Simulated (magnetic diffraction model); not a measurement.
## Solving a magnetic structure from powder neutron data: NdCuS2O8

Space group P-4n2 (no. 118), a = 7.6850 Å, c = 6.1460 Å.

| site | atom | x | y | z |
| --- | --- | --- | --- | --- |
| 2c | Nd | 1/2 | 0 | 3/4 |
| 2d | Cu | 1/2 | 0 | 1/4 |
| 4g | S | 0.2846 | 0.7846 | 1/4 |
| 8i | O | 0.4048 | 0.3039 | 0.6500 |
| 8i | O | 0.9092 | 0.6835 | 0.5745 |

This is a made-up structure (elements placed in a structure type, unrelaxed), so the numbers test the method and describe no known phase.

Only Nd is taken to order (form factors of Nd3+); orders and moment sizes are assumed, and not adapted to the symmetry. Radiation: neutrons of λ = 2.36 Å, 3° to 50°; isotropic B of 0.17 Å² (Nd), 0.2 Å² (Cu), 0.19 Å² (S) and 0.29 Å² (O). The intensities are simulated: I ∝ L Σ (|F_N|² + |F_M⊥|²) for unpolarised neutrons, with F_M = 2.695 fm/μB × Σ f(s) S exp(2πi Q·r) exp(−B s²) at Q = H ± k (one set where k and −k are equivalent), only the part normal to Q counting and L = 1/(sin²θ cos θ). For collinear order S is the moment m, which repeats by lattice and centring translations R with the sign exp(−2πi k·R). Form factors are spin-only for 3d ions and dipole or tabulated for f ions, scattering lengths are Sears's of 1992, and absorption is left out. A label names one of the reflections at its angle. The strongest nuclear line in the range is 100, and lines under 0.2 are left out.

Above the ordering temperature:

```
2θ (°)    index      I
 25.08  (1 1 0)   61.5
 28.46  (1 0 1)    7.0
 33.70  (1 1 1)  100.0
 35.77  (2 0 0)    0.7
 40.16  (2 1 0)   19.0
 45.16  (0 0 2)    7.3
 46.33  (2 1 1)    8.6
```

Below it (cell unchanged):

```
2θ (°)      I
 17.66    5.8
 22.14    3.7
 25.08   61.5
 28.46    7.0
 33.70  104.6
 35.77    0.7
 40.16   21.2
 42.47    2.6
 45.16    7.3
 46.33    8.6
 48.86    2.8
```

**Question.** Find the propagation vector, then choose among these models:
A. collinear moments along [111], 2 μB on Nd; signs + at (1/2, 0, 3/4), + at (0, 1/2, 1/4)
B. collinear moments along [111], 2 μB on Nd; signs + at (1/2, 0, 3/4), − at (0, 1/2, 1/4)
C. collinear moments along [010], 2 μB on Nd; signs + at (1/2, 0, 3/4), − at (0, 1/2, 1/4)
D. collinear moments along [010], 2 μB on Nd; signs + at (1/2, 0, 3/4), + at (0, 1/2, 1/4)

No line moves, and magnetic intensity falls on nuclear lines such as the one at 33.70°; new lines at (1 0 0), (0 0 1) and (2 0 1) have whole indices that obey the lattice centring, at places with no nuclear intensity to speak of, so the magnetic cell equals the chemical primitive cell: k = 0.

Magnetic intensity, observed (below minus above) and for each model:

| 2θ (°) | index | observed | A | B | C | D |
| --- | --- | --- | --- | --- | --- | --- |
| 17.66 | (1 0 0) | 5.8 | <0.2 | 7.2 | 5.8 | <0.2 |
| 22.14 | (0 0 1) | 3.7 | <0.2 | 2.8 | 3.7 | <0.2 |
| 25.08 | (1 1 0) | <0.2 | 3.6 | <0.2 | <0.2 | 2.9 |
| 28.46 | (1 0 1) | <0.2 | 6.3 | <0.2 | <0.2 | 7.2 |
| 33.70 | (1 1 1) | 4.6 | <0.2 | 4.3 | 4.6 | <0.2 |
| 40.16 | (2 1 0) | 2.2 | <0.2 | 2.8 | 2.2 | <0.2 |
| 46.33 | (2 1 1) | <0.2 | 4.4 | <0.2 | <0.2 | 4.2 |
| 48.86 | (1 0 2) | 2.8 | <0.2 | 2.2 | 2.8 | <0.2 |

Model C matches.

The structure used: k = (0 0 0), collinear moments along [010], 2 μB on Nd; signs + at (1/2, 0, 3/4), − at (0, 1/2, 1/4).

[Logs are printed without paths, hosts, clocks, repeated set-up lines and the standing remarks that a program may print on its own settings, such as how far it seeks lower states.]
